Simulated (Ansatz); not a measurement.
# AlVIn in the AlB2 type: lattice stability ahead of a resistivity run

The plan: relax AlVIn in the AlB2 type, check its phonons, and, if the lattice is stable, compute its Eliashberg function and ρ(T).

Method: DFT PBE, scalar-relativistic, plane waves, PAW; PAW set soft_1, in Ansatz 0.2.0.

The structure was built from a prototype and need not be the compound's stable phase.

**1. The starting structure**

The structure is hexagonal, space group P-6m2 (No. 187). The conventional cell has a = 3.960 Å, b = 3.960 Å, c = 4.158 Å, α = 90.00°, β = 90.00°, γ = 120.00°. Nearest to V lie 6 Al at 3.09 Å and 6 In at 3.09 Å. Nearest to Al lie 3 In at 2.29 Å and 6 V at 3.09 Å. In has 3 Al at 2.29 Å and 6 V at 3.09 Å nearest. Farther neighbours are not listed.

As a file:

```cif
data_structure
_symmetry_space_group_name_H-M 'P 1'
_symmetry_Int_Tables_number 1
_cell_length_a 3.9603
_cell_length_b 3.9603
_cell_length_c 4.1583
_cell_angle_alpha 90.000
_cell_angle_beta 90.000
_cell_angle_gamma 120.000
_cell_volume 56.48
loop_
_atom_site_label
_atom_site_type_symbol
_atom_site_fract_x
_atom_site_fract_y
_atom_site_fract_z
_atom_site_occupancy
V1 V 0.00000 0.00000 0.00000 1
Al2 Al 0.33333 0.66667 0.50000 1
In3 In 0.66667 0.33333 0.50000 1
```

**2. Rough relaxation**

Large forces or a large pressure at the start call for a first relaxation with loose thresholds.

The input, input.yaml:

```yaml
crystal:
  lattice:
    - [3.96026, 0.0, 0.0]
    - [-1.98013, 3.42968, 0.0]
    - [0.0, 0.0, 4.15827]
  atoms:
    - { symbol: V, position: [0.0, 0.0, 0.0] }
    - { symbol: Al, position: [0.33333333, 0.66666667, 0.5] }
    - { symbol: In, position: [0.66666667, 0.33333333, 0.5] }
kpoints:
  mp_grid: { grid: [6, 6, 6] }
hamiltonian:
  xc: pbe
  pseudopotentials: { kind: paw, azcp: { folder: soft_1 } }
scf:
  occupations: { method: gaussian, width: 0.1 }
output:
  forces: true
  stress: true
  eigenvalues: true
relax:
  adjacent_minimum: "off"
  f_tol: 0.05
  max_steps: 80
  cell: { stress_tol: 0.5 }
```

On the command line:

```
$ ansatz run input.yaml --threads 4 --pin off --max-ram 12288MiB --backend cpu --events-out ev --progress --plain --runs-dir out
```

Numbers of over 12 decimals in the logs are rounded to 6 here.

Output:

```text
The last accepted step is kept in <dir> (removed where the run ends without a failure and the disk answers)
Engine: ansatz 0.2.0, aarch64-unknown-linux-gnu
Pseudopotentials: kind: paw
Pseudopotential: V, paw, valence charge 13, recommended cutoff 420 eV (normal), soft_1/V.paw.azcp
Pseudopotential: Al, paw, valence charge 3, recommended cutoff 420 eV (normal), soft_1/Al.paw.azcp
Pseudopotential: In, paw, valence charge 13, recommended cutoff 420 eV (normal), soft_1/In.paw.azcp
Functional definition: PBE
  parameter kappa = 0.804
  parameter beta = 0.066725
  exchange = pbe_x(kappa = kappa, mu = beta*pi^2/3)
  correlation = pbe_c(beta = beta)
Crystal: 3 atoms, lattice volume = 56.479 Å³
Basis set: ecut = 420 eV, 1105 PW (Γ), exchange–correlation on 54×54×60 points (8 copies of the dense FFT grid, shifted against one another)
Bands: 19, of which v1, the nominal top of the filled ones, is band 15 counted from 1 (14 counted from 0)
Symmetry: 12 space group operations
Space group: P-6m2 (ITA 187), of the structure as read, at distance tolerance 3.8e-5 Å
k-points: 28 of 216 (time reversal used)
Non-local potential: V, projectors of the file, l = 0: 3, l = 1: 2, l = 2: 3, l = 3: 1
Non-local potential: Al, projectors of the file, l = 0: 2, l = 1: 2, l = 2: 1
Non-local potential: In, projectors of the file, l = 0: 2, l = 1: 2, l = 2: 2, l = 3: 1
PAW form: soft (Blöchl's): semilocal exchange-correlation on the pseudo side does not see the compensation charge
PAW one-centre angular grid: V, 590 points (default); XC on 64 Gauss nodes
PAW one-centre angular grid: Al, 110 points (default); XC on 64 Gauss nodes
PAW one-centre angular grid: In, 590 points (default); XC on 64 Gauss nodes
Initial density: superposition of atomic densities (chi_scale 0.1, normalization cell, long waves kept (reshape's long-wave potential 0.00 eV rms))
Initial wavefunctions: pseudopotential atomic-orbital guess
Functional: x = pbe(κ = 0.804, μ = 0.219515), c = pbe(β = 0.066725)
SCF iter   1: F=—  HF=-9044.478138 eV  |F-HF|=—  |Δ(HF+E_count)|=         —  Δρ=3.65e-2  dr2=8.08e-1  ethr=3.10e-3  ⟨swp⟩=5.5  Hψ=2469  notcnv=0
preconditioner: auto → Kerker (q_TF=auto, 2.441 Å⁻¹)  [metal: Δε(μ)=0.024 eV  Ē_g=9.629 eV  σ=0.100 eV  W_gap=0.13  n_scr=20 (ndim 8)  ℏωp=22.6 eV  f_vac=0.000  D(μ)=3.74/eV (n_scr^D=28)]
SCF iter   2: F=—  HF=-9044.256288 eV  |F-HF|=—  |Δ(HF+E_count)|=   2.22e-1  Δρ=1.92e-2  dr2=1.76e-1  ethr=2.78e-3  ⟨swp⟩=2.0  Hψ=1155  notcnv=0
SCF iter   3: F=—  HF=-9044.230410 eV  |F-HF|=—  |Δ(HF+E_count)|=   2.59e-2  Δρ=6.07e-3  dr2=1.55e-2  ethr=6.07e-4  ⟨swp⟩=2.0  Hψ=941  notcnv=0
SCF iter   4: F=—  HF=-9044.229036 eV  |F-HF|=—  |Δ(HF+E_count)|=   1.37e-3  Δρ=1.17e-3  dr2=9.89e-4  ethr=5.35e-5  ⟨swp⟩=2.9  Hψ=853  notcnv=0
SCF iter   5: F=—  HF=-9044.228941 eV  |F-HF|=—  |Δ(HF+E_count)|=   9.51e-5  Δρ=3.26e-4  dr2=4.68e-5  ethr=3.41e-6  ⟨swp⟩=1.8  Hψ=582  notcnv=0
SCF iter   6: F=—  HF=-9044.228886 eV  |F-HF|=—  |Δ(HF+E_count)|=   5.51e-5  Δρ=1.61e-4  dr2=9.00e-6  ethr=1.61e-7  ⟨swp⟩=2.2  Hψ=923  notcnv=0
SCF iter   7: F=—  HF=-9044.228884 eV  |F-HF|=—  |Δ(HF+E_count)|=   1.63e-6  Δρ=5.57e-5  dr2=2.31e-6  ethr=3.10e-8  ⟨swp⟩=1.6  Hψ=610  notcnv=0
SCF iter   8: F=—  HF=-9044.228884 eV  |F-HF|=—  |Δ(HF+E_count)|=   4.31e-7  Δρ=1.54e-5  dr2=2.38e-7  ethr=7.98e-9  ⟨swp⟩=1.8  Hψ=644  notcnv=0
SCF iter   9: F=-9044.228883 eV  HF=-9044.228883 eV  |F-HF|=6.00e-9  |Δ(HF+E_count)|=   4.36e-8  Δρ=4.80e-6  dr2=1.49e-8  ethr=3.45e-10  ⟨swp⟩=4.5  Hψ=1875  notcnv=0
SCF 1 converged in 9 iterations: F = -9044.228883 eV  dr2 = 1.49e-8
  greatest PAW one-centre occupation: 0.999 electrons in one spin orbital (limit 2), on the V atom at site 0 (counted from 0), in its partial waves of l = 0
relax step   1: F+E_penalty+E_count = -9044.22888345 eV  Δ(F+E_penalty+E_count) = +0.000e0 eV  max|allowed force component| = 4.934e-17 eV/Å  Δτ_max = 0.0000 Å  P = +11.297 GPa  Ω = 56.479 Å³  (9 SCF iters, dr2 threshold 1.00e-7 eV, accepted)
Crystal: 3 atoms, lattice volume = 57.835 Å³
Basis set: ecut = 420 eV, 1141 PW (Γ), exchange–correlation on 54×54×60 points (8 copies of the dense FFT grid, shifted against one another)
Initial density: handed on by an earlier stage of this run
Initial wavefunctions: those handed on with the density
iter 1 solved again at ethr=1.87e-4 eV; its pass at ethr=3.10e-3 eV (dr2=5.41e-2 eV) is discarded
SCF iter   1: F=—  HF=-9045.127273 eV  |F-HF|=—  |Δ(HF+E_count)|=         —  Δρ=8.51e-3  dr2=5.52e-2  ethr=1.87e-4  ⟨swp⟩=1.0  Hψ=3221  notcnv=0
preconditioner: auto → Kerker (q_TF=auto, 2.432 Å⁻¹)  [metal: Δε(μ)=0.065 eV  Ē_g=10.201 eV  σ=0.100 eV  W_gap=0.36  n_scr=20 (ndim 8)  ℏωp=22.4 eV  f_vac=0.000  D(μ)=3.50/eV (n_scr^D=28)]
SCF iter   2: F=—  HF=-9045.121613 eV  |F-HF|=—  |Δ(HF+E_count)|=   5.66e-3  Δρ=4.16e-3  dr2=1.56e-2  ethr=1.87e-4  ⟨swp⟩=1.1  Hψ=534  notcnv=0
SCF iter   3: F=—  HF=-9045.119736 eV  |F-HF|=—  |Δ(HF+E_count)|=   1.88e-3  Δρ=8.08e-4  dr2=6.16e-4  ethr=5.37e-5  ⟨swp⟩=1.9  Hψ=565  notcnv=0
SCF iter   4: F=—  HF=-9045.119670 eV  |F-HF|=—  |Δ(HF+E_count)|=   6.57e-5  Δρ=2.88e-4  dr2=6.33e-5  ethr=2.12e-6  ⟨swp⟩=2.1  Hψ=631  notcnv=0
SCF iter   5: F=—  HF=-9045.119634 eV  |F-HF|=—  |Δ(HF+E_count)|=   3.61e-5  Δρ=1.10e-4  dr2=5.70e-6  ethr=2.18e-7  ⟨swp⟩=2.2  Hψ=656  notcnv=0
SCF iter   6: F=—  HF=-9045.119633 eV  |F-HF|=—  |Δ(HF+E_count)|=   1.54e-6  Δρ=2.80e-5  dr2=4.91e-7  ethr=1.97e-8  ⟨swp⟩=3.0  Hψ=987  notcnv=0
SCF iter   7: F=-9045.119632 eV  HF=-9045.119632 eV  |F-HF|=1.55e-8  |Δ(HF+E_count)|=   3.85e-8  Δρ=6.02e-6  dr2=2.79e-8  ethr=1.03e-9  ⟨swp⟩=5.1  Hψ=2153  notcnv=0
SCF 2 converged in 7 iterations: F = -9045.119632 eV  dr2 = 2.79e-8
relax step   2: F+E_penalty+E_count = -9045.11963247 eV  Δ(F+E_penalty+E_count) = -8.907e-1 eV  max|allowed force component| = 3.701e-17 eV/Å  Δτ_max = 0.0000 Å  P = +3.745 GPa  Ω = 57.835 Å³  energy of the carried Pulay correction = -2.453e-4 eV  (7 SCF iters, dr2 threshold 3.00e-7 eV, accepted)
Crystal: 3 atoms, lattice volume = 57.205 Å³
Basis set: ecut = 420 eV, 1135 PW (Γ), exchange–correlation on 54×54×60 points (8 copies of the dense FFT grid, shifted against one another)
iter 1 solved again at ethr=2.12e-4 eV; its pass at ethr=3.10e-3 eV (dr2=6.15e-2 eV) is discarded
SCF iter   1: F=—  HF=-9045.619883 eV  |F-HF|=—  |Δ(HF+E_count)|=         —  Δρ=8.25e-3  dr2=6.25e-2  ethr=2.12e-4  ⟨swp⟩=1.0  Hψ=3072  notcnv=0
preconditioner: auto → Kerker (q_TF=auto, 2.436 Å⁻¹)  [metal: Δε(μ)=0.014 eV  Ē_g=10.214 eV  σ=0.100 eV  W_gap=0.08  n_scr=20 (ndim 8)  ℏωp=22.5 eV  f_vac=0.000  D(μ)=4.47/eV (n_scr^D=46)]
[...]
SCF iter   5: F=—  HF=-9045.611727 eV  |F-HF|=—  |Δ(HF+E_count)|=   5.70e-5  Δρ=1.14e-4  dr2=7.78e-6  ethr=3.60e-7  ⟨swp⟩=2.1  Hψ=652  notcnv=0
SCF iter   6: F=—  HF=-9045.611726 eV  |F-HF|=—  |Δ(HF+E_count)|=   9.65e-7  Δρ=2.72e-5  dr2=3.25e-7  ethr=2.68e-8  ⟨swp⟩=2.8  Hψ=892  notcnv=0
SCF iter   7: F=-9045.611726 eV  HF=-9045.611726 eV  |F-HF|=5.43e-9  |Δ(HF+E_count)|=   5.15e-8  Δρ=5.46e-6  dr2=1.56e-8  ethr=1.03e-9  ⟨swp⟩=4.8  Hψ=1939  notcnv=0
SCF 3 converged in 7 iterations: F = -9045.611726 eV  dr2 = 1.56e-8
relax step   3: F+E_penalty+E_count = -9045.61172636 eV  Δ(F+E_penalty+E_count) = -4.921e-1 eV  max|allowed force component| = 6.785e-17 eV/Å  Δτ_max = 0.0000 Å  P = +1.196 GPa  Ω = 57.205 Å³  energy of the carried Pulay correction = -6.192e-5 eV  (7 SCF iters, dr2 threshold 3.00e-7 eV, accepted)
[... from here on, the SCF cycles and remarks between the steps are left out ...]
relax step   4: F+E_penalty+E_count = -9045.99126454 eV  Δ(F+E_penalty+E_count) = -3.795e-1 eV  max|allowed force component| = 8.635e-17 eV/Å  Δτ_max = 0.0000 Å  P = +0.141 GPa  Ω = 55.893 Å³  energy of the carried Pulay correction = +2.731e-4 eV  (6 SCF iters, dr2 threshold 3.00e-7 eV, accepted)
relax step   5: F+E_penalty+E_count = -9046.30094890 eV  Δ(F+E_penalty+E_count) = -3.097e-1 eV  max|allowed force component| = 0.000e0 eV/Å  Δτ_max = 0.0000 Å  P = +0.281 GPa  Ω = 54.192 Å³  energy of the carried Pulay correction = +7.035e-4 eV  (6 SCF iters, dr2 threshold 3.00e-7 eV, accepted)
relax step   6: F+E_penalty+E_count = -9046.63421029 eV  Δ(F+E_penalty+E_count) = -3.333e-1 eV  max|allowed force component| = 6.168e-18 eV/Å  Δτ_max = 0.0000 Å  P = +0.736 GPa  Ω = 52.480 Å³  energy of the carried Pulay correction = +1.149e-3 eV  (6 SCF iters, dr2 threshold 3.00e-7 eV, accepted)
relax step   7: F+E_penalty+E_count = -9046.93291080 eV  Δ(F+E_penalty+E_count) = -2.987e-1 eV  max|allowed force component| = 1.850e-17 eV/Å  Δτ_max = 0.0000 Å  P = +2.178 GPa  Ω = 50.750 Å³  energy of the carried Pulay correction = +1.611e-3 eV  (6 SCF iters, dr2 threshold 3.00e-7 eV, accepted)
relax step   8: F+E_penalty+E_count = -9047.05847815 eV  Δ(F+E_penalty+E_count) = -1.256e-1 eV  max|allowed force component| = 7.324e-18 eV/Å  Δτ_max = 0.0000 Å  P = +4.010 GPa  Ω = 49.634 Å³  energy of the carried Pulay correction = +1.936e-3 eV  (6 SCF iters, dr2 threshold 3.00e-7 eV, accepted)
relax step   9: F+E_penalty+E_count = -9047.07873147 eV  Δ(F+E_penalty+E_count) = -2.025e-2 eV  max|allowed force component| = 1.754e-17 eV/Å  Δτ_max = 0.0000 Å  P = -0.284 GPa  Ω = 51.393 Å³  energy of the carried Pulay correction = +1.499e-3 eV  (6 SCF iters, dr2 threshold 3.00e-7 eV, accepted)
relax step  10: F+E_penalty+E_count = -9047.10624189 eV  Δ(F+E_penalty+E_count) = -2.751e-2 eV  max|allowed force component| = 1.677e-17 eV/Å  Δτ_max = 0.0000 Å  P = +0.549 GPa  Ω = 51.393 Å³  stress off target by 9.01e-1 GPa  SCF on the basis re-selected at this cell (its energy is not comparable with the rows above)  (6 SCF iters)
relax step  11: F+E_penalty+E_count = -9047.10733611 eV  Δ(F+E_penalty+E_count) = -1.094e-3 eV  max|allowed force component| = 1.079e-17 eV/Å  Δτ_max = 0.0000 Å  P = +0.046 GPa  Ω = 51.651 Å³  energy of the carried Pulay correction = -7.926e-5 eV  (6 SCF iters, dr2 threshold 3.00e-7 eV, accepted)
iter 1 solved again at ethr=1.21e-7 eV; its pass at ethr=3.10e-3 eV (dr2=3.51e-5 eV) is discarded
SCF iter   1: F=—  HF=-9047.107360 eV  |F-HF|=—  |Δ(HF+E_count)|=         —  Δρ=2.13e-4  dr2=4.85e-7  ethr=1.21e-7  ⟨swp⟩=3.0  Hψ=3802  notcnv=0
preconditioner: auto → none  [metal: Δε(μ)=0.022 eV  Ē_g=10.543 eV  σ=0.100 eV  W_gap=0.12  n_scr=8 (ndim 8)  ℏωp=23.7 eV  f_vac=0.000  D(μ)=3.76/eV (n_scr^D=44)]
SCF iter   2: F=—  HF=-9047.107395 eV  |F-HF|=—  |Δ(HF+E_count)|=   3.50e-5  Δρ=1.06e-4  dr2=1.23e-7  ethr=1.67e-9  ⟨swp⟩=2.0  Hψ=624  notcnv=0
SCF iter   3: F=—  HF=-9047.107410 eV  |F-HF|=—  |Δ(HF+E_count)|=   1.53e-5  Δρ=2.69e-6  dr2=4.18e-9  ethr=4.23e-10  ⟨swp⟩=1.0  Hψ=532  notcnv=0
iter 4 did not close the SCF: its close was put off for the readings that it lacked (scf_convergence_deferred on its scf_iter line)
SCF iter   4: F=-9047.107410 eV  HF=-9047.107410 eV  |F-HF|=1.56e-10  |Δ(HF+E_count)|=   2.89e-9  Δρ=5.00e-7  dr2=2.02e-10  ethr=1.44e-11  ⟨swp⟩=2.0  Hψ=787  notcnv=0
iter 5 did not close the SCF: its close was put off for the readings that it lacked (scf_convergence_deferred on its scf_iter line)
SCF iter   5: F=-9047.107410 eV  HF=-9047.107410 eV  |F-HF|=3.27e-11  |Δ(HF+E_count)|=  7.28e-12  Δρ=2.42e-7  dr2=4.24e-11  ethr=1.00e-12  ⟨swp⟩=1.3  Hψ=548  notcnv=0
SCF iter   6: F=-9047.107410 eV  HF=-9047.107410 eV  |F-HF|=1.82e-12  |Δ(HF+E_count)|=    0.00e0  Δρ=4.46e-8  dr2=1.20e-12  ethr=1.00e-12  ⟨swp⟩=1.7  Hψ=1220  notcnv=0
SCF 12 converged in 6 iterations: F = -9047.107410 eV  dr2 = 1.20e-12
relax step  12: F+E_penalty+E_count = -9047.10740988 eV  Δ(F+E_penalty+E_count) = -7.377e-5 eV  max|allowed force component| = 1.079e-17 eV/Å  Δτ_max = 0.0000 Å  P = +0.046 GPa  Ω = 51.651 Å³  stress off target by 8.20e-2 GPa  SCF on the basis re-selected at this cell (its energy is not comparable with the rows above)  (6 SCF iters)
basis re-selected at this cell: Δ(F+E_penalty+E_count) = -7.377e-5 eV, ΔP = +0.001 GPa vs the last step (what re-selecting the basis moved, of the pressure what is left beyond the Pulay correction that the steps carried, after the strain that the cell walked since its last selection, with what the two solves' SCF thresholds leave and, on support functions, any second-order correction that the steps lacked; it is no m [...]
SCF converged after 6 iterations
Free energy (F): -9047.107410 eV
Harris-Foulkes:  -9047.107410 eV  (|F-HF|=1.82e-12)
Internal energy: -9047.088603 eV  (E = F + TS)
E sigma→0 (E₀):  -9047.098006 eV
Entropy (-TS):   -0.018807 eV (-6.269 meV/atom)
Fermi energy:    12.358431 eV
--- Per-component energies (eV) ---
  E_band       = -177.944669
  E_kinetic    = 538.409073
  E_local      = -2410.032328  (includes V_loc(G=0)·N_el)
  E_nonlocal   = 418.994536
  E_hartree    = 1017.024107
  E_xc         = -295.899200
  E_vxc        = -264.486832  (∫ρ·V_xc dr)
  E_paw        = -5805.264199  (= ΣΔE_a)
  E_vpaw       = -494.878518  (= ΣTr[D̂ρ^β])
  E_aug_tail   = 0.001218  (compensation charges beyond the density's cutoff)
  E_ewald      = -2510.321811
  E_smearing   = -0.018807  (= −TS)
  E_closure    = -0.000000  (closes the sum)
  Σ components = -9047.107410   (vs F -9047.107410, Δ=0.00e0)
--- Forces (eV/Å), atoms counted from 1 ---
  atom   1  V      0.00000000    -0.00000000     0.00000000
  atom   2  Al    -0.00000000     0.00000000     0.00000000
  atom   3  In     0.00000000    -0.00000000     0.00000000
  max |Σ_I F_I| component: 2.31e-17 eV/Å
--- Stress (GPa, compression-positive) ---
        0.081990       0.000000       0.000000
       -0.000000       0.081990       0.000000
        0.000000       0.000000      -0.025296
  P = ⅓ Tr σ = 0.0462 GPa (0.462 kbar)
--- Band table (eV; the first three rows and the last of 28) ---
  k-point 0: bands = [... 11 lower, 9.4981, 10.9758, 11.3282, 13.0536, 13.0536, 13.8595, 13.8595, 15.2842]
  k-point 1: bands = [... 11 lower, 10.0063, 11.3982, 11.8109, 12.2723, 12.2723, 14.9226, 14.9226, 15.2715]
  k-point 2: bands = [... 11 lower, 11.2822, 11.2822, 11.5296, 11.5296, 13.0697, 14.6289, 14.9829, 14.9829]
  k-point 27: bands = [... 11 lower, 9.6644, 10.0059, 10.9371, 12.5527, 13.2928, 13.5168, 13.7184, 13.9940]
--- Relaxed structure (10 steps of the walk, 10 accepted, 2 SCFs on fresh bases) ---
  F+E_penalty+E_count = -9047.10740988 eV   max|allowed force component| = 1.079e-17 eV/Å   (the final SCF, on the basis selected at the relaxed cell)
  cell:  # Å, volume = 51.6512 Å³
    - [4.626356, 0, 0.0]
    - [-2.313178, 4.006542, 0.0]
    - [0.0, 0.0, 2.786584]
  atoms:
    - { symbol: V, position: [0, 0, 0.0] }
    - { symbol: Al, position: [0.333333, 0.666667, 0.500000] }
    - { symbol: In, position: [0.666667, 0.333333, 0.500000] }
```

The job ended after 14 s (4 threads of Arm Neoverse V1, shared host; peak memory 0.39 GiB; 51 s of CPU time).

This run has no spin polarisation, although V can carry a moment.

Relaxation path:

| step | energy less that of the first step (eV) | largest force component (eV/Å) | pressure (GPa) | volume (Å³) |
| --- | --- | --- | --- | --- |
| 1 | 0.0000 | 0.0000 | 11.30 | 56.48 |
| 2 | -0.8907 | 0.0000 | 3.75 | 57.83 |
| 3 | -1.3828 | 0.0000 | 1.20 | 57.21 |
| 4 | -1.7624 | 0.0000 | 0.14 | 55.89 |
| 5 | -2.0721 | 0.0000 | 0.28 | 54.19 |
| 6 | -2.4053 | 0.0000 | 0.74 | 52.48 |
| 7 | -2.7040 | 0.0000 | 2.18 | 50.75 |
| 8 | -2.8296 | 0.0000 | 4.01 | 49.63 |
| 9 | -2.8498 | 0.0000 | -0.28 | 51.39 |
| 10* | -2.8774 | 0.0000 | 0.55 | 51.39 |
| 11 | -2.8785 | 0.0000 | 0.05 | 51.65 |
| 12* | -2.8785 | 0.0000 | 0.05 | 51.65 |

Relaxation steps marked * repeat the geometry before them on a plane-wave basis chosen anew for their cell, so energy and pressure can jump there.

The run keeps the 12 symmetry operations that it works with, so distortions that break them were not tested.

| cell as run | before | after | change |
| --- | --- | --- | --- |
| a (Å) | 3.960 | 4.626 | +16.8 % |
| b (Å) | 3.960 | 4.626 | +16.8 % |
| c (Å) | 4.158 | 2.787 | -33.0 % |
| volume (Å³/atom) | 18.83 | 17.22 | -8.5 % |

Final coordinates:

```xyz
3
Lattice="4.6264 0.0000 0.0000 -2.3132 4.0065 0.0000 0.0000 0.0000 2.7866" Properties=species:S:1:pos:R:3 pbc="T T T"
V     0.0000    0.0000    0.0000
Al    0.0000    2.6710    1.3933
In    2.3132    1.3355    1.3933
```

Numbers from this step:

| Property | Result |
| --- | --- |
| pressure | 0.04623 GPa |
| volume per atom | 17.22 Å³/atom |
| metallic on mesh | yes |
| gap on the k-mesh | 0 eV |

The largest force is now zero by symmetry and the largest stress component 0.082 GPa.

**3. Relaxing cell and atoms**

Lattice constant and positions set the bands and the force constants, so the cell is relaxed first.

input.yaml, the sections that differ from step 2:

```yaml
crystal:
  lattice:
    - [4.6263557486, 0.0, 0.0]
    - [-2.3131778743, 4.0065416052, 0.0]
    - [0.0, 0.0, 2.7865839546]
  atoms:
    - { symbol: V, position: [0.0, 0.0, 0.0] }
    - { symbol: Al, position: [0.3333333333, 0.6666666667, 0.5] }
    - { symbol: In, position: [0.6666666667, 0.3333333333, 0.5] }
kpoints:
  mp_grid: { grid: [9, 9, 10] }
relax:
  adjacent_minimum: "off"
  f_tol: 0.005
  max_steps: 80
  cell: { stress_tol: 0.05 }
# hamiltonian, scf, output: as in step 2
```

Output:

```text
[the first part of the log is left out]
  E_vxc        = -264.468799  (∫ρ·V_xc dr)
  E_paw        = -5805.251222  (= ΣΔE_a)
  E_vpaw       = -494.868061  (= ΣTr[D̂ρ^β])
  E_aug_tail   = 0.001229  (compensation charges beyond the density's cutoff)
  E_ewald      = -2509.050917
  E_smearing   = -0.015231  (= −TS)
  E_closure    = -0.000000  (closes the sum)
  Σ components = -9047.096279   (vs F -9047.096279, Δ=0.00e0)
[...]
--- Stress (GPa, compression-positive) ---
        0.000428      -0.000000       0.000000
       -0.000000       0.000428       0.000000
        0.000000       0.000000      -0.003137
  P = ⅓ Tr σ = -0.0008 GPa (-0.008 kbar)
--- Band table (eV; the first three rows and the last of 72) ---
[...]
--- Relaxed structure (3 steps of the walk, 3 accepted, 1 SCFs on fresh bases) ---
[...]
cell:  # Å, volume = 51.7236 Å³
    - [4.629291, 0, 0.0]
    - [-2.314645, 4.009083, 0.0]
    - [0.0, 0.0, 2.786948]
  atoms:
    - { symbol: V, position: [0, 0, 0.0] }
    - { symbol: Al, position: [0.333333, 0.666667, 0.5] }
    - { symbol: In, position: [0.666667, 0.333333, 0.5] }
```

The job ended after 10 s (4 threads; peak memory 0.45 GiB; 39 s of CPU time).

Little changed from the start: no atom moved by 0.005 Å and no cell edge by 0.1 %.

Numbers from this step:

- pressure: -7.60e-4 GPa
- volume per atom: 17.24 Å³/atom

The largest force is now zero by symmetry and the largest stress component 0.0031 GPa.

(Continued in part 2 of 2.)

[Logs are printed without paths, hosts, clocks, repeated set-up lines and the standing remarks that a program may print on its own settings, such as how far it seeks lower states.]

[Hosts, paths, dates, database ids (printed as entryN), source tags and the programs' standing remarks are cut or masked in the printed files.]
